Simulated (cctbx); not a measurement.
# Interatomic vectors of Ca3Ga2Ir2

Space group Pbcm (no. 57), a = 5.7870 Å, b = 7.9880 Å, c = 13.6450 Å, α = 90.00°, β = 90.00°, γ = 90.00°, content Ir8 Ga8 Ca12.

The data are simulated with cctbx, not measured: Mo Kα, λ = 0.71073 Å, to d = 0.77 Å, 95 % of the full sphere, strongest reflection 20000 counts, noise from counting, a 4 % proportional error and a noise floor of 8 counts (s.d.); no absorption.

Patterson synthesis from sharpened amplitudes, origin scaled to 1000:

```text
Patterson group P m m m
      u       v       w   height  length (A)
  0.000   0.000   0.000   1000.0     0.00
  0.252   0.500   0.000    496.0     4.25
  0.000   0.000   0.319    452.6     4.35
  0.000   0.428   0.500    435.3     7.63
  0.247   0.070   0.500    286.2     6.99
  0.251   0.500   0.320    231.5     6.09
  0.000   0.428   0.182    214.3     4.23
  0.242   0.067   0.174    184.6     2.81
  0.500   0.437   0.165    181.3     5.06
  0.500   0.133   0.335    173.1     5.52
  0.000   0.286   0.089    143.3     2.59
  0.500   0.136   0.000    142.7     3.09
  0.500   0.434   0.500    134.2     8.18
  0.000   0.286   0.410    133.1     6.05
```

Q: Assign the vectors.

A peak at u stands for all pairs with xi − xj = u, with weight Σ ZiZj against Σ Z² = 59920 at the origin. Peak heights follow these weights only roughly, since form factors, motion and series ripples differ, all vectors within 0.55 Å of a peak are counted as merged into it though the farther ones add only part of their weight, and F(000) is left out, which lowers the whole map:

| u | v | w | shortest length (Å) | height | 1000 ΣZiZj/ΣZ² | pairs in the cell |
| --- | --- | --- | --- | --- | --- | --- |
| 0.252 | 0.500 | 0.000 | 4.25 | 496 | 500 | 4 × Ir–Ir, 4 × Ga–Ga, 6 × Ca–Ca |
| 0.000 | 0.000 | 0.319 | 4.35 | 453 | 505 | 4 × Ir–Ir, 8 × Ga–Ca, 4 × Ca–Ca |
| 0.000 | 0.428 | 0.500 | 7.63 | 435 | 396 | 4 × Ir–Ir |
| 0.247 | 0.070 | 0.500 | 6.99 | 286 | 301 | 2 × Ir–Ir, 4 × Ir–Ca |
| 0.251 | 0.500 | 0.320 | 6.09 | 232 | 253 | 2 × Ir–Ir, 4 × Ga–Ca, 2 × Ca–Ca |
| 0.000 | 0.428 | 0.182 | 4.23 | 214 | 198 | 2 × Ir–Ir |
| 0.242 | 0.067 | 0.174 | 2.81 | 185 | 230 | 1 × Ir–Ir, 2 × Ir–Ga, 2 × Ir–Ca |
| 0.500 | 0.437 | 0.165 | 5.06 | 181 | 262 | 4 × Ir–Ga, 4 × Ir–Ca |
| 0.500 | 0.133 | 0.335 | 5.51 | 173 | 289 | 4 × Ir–Ga, 4 × Ir–Ca, 4 × Ca–Ca |
| 0.000 | 0.286 | 0.089 | 2.59 | 143 | 159 | 4 × Ir–Ga |

The table stops at ten peaks or at a height of 45, below which ripples compete. In the model behind the data Ir, the heaviest element, has 1 independent site: (0.6252, 0.4633, 0.4083), up to an allowed shift of origin; the Ir–Ir vectors are differences of these positions and their symmetry mates. The whole model:

```
atom  mult.       x       y       z  Ueq (Å²)
 Ir1      8  0.6252  0.4633  0.4083    0.0054
 Ga1      4  0.1444  0.5960     3/4    0.0081
 Ga2      4  0.3813     1/4     1/2    0.0110
 Ca1      4  0.6305  0.7391     3/4    0.0090
 Ca2      8  0.1420  0.6002  0.4039    0.0137
```

The model was made for the exercise: a known structure type with other elements put in, its volume estimated, not relaxed; displacement parameters are assumed.

[Logs are printed without paths, hosts, clocks, repeated set-up lines and the standing remarks that a program may print on its own settings, such as how far it seeks lower states.]
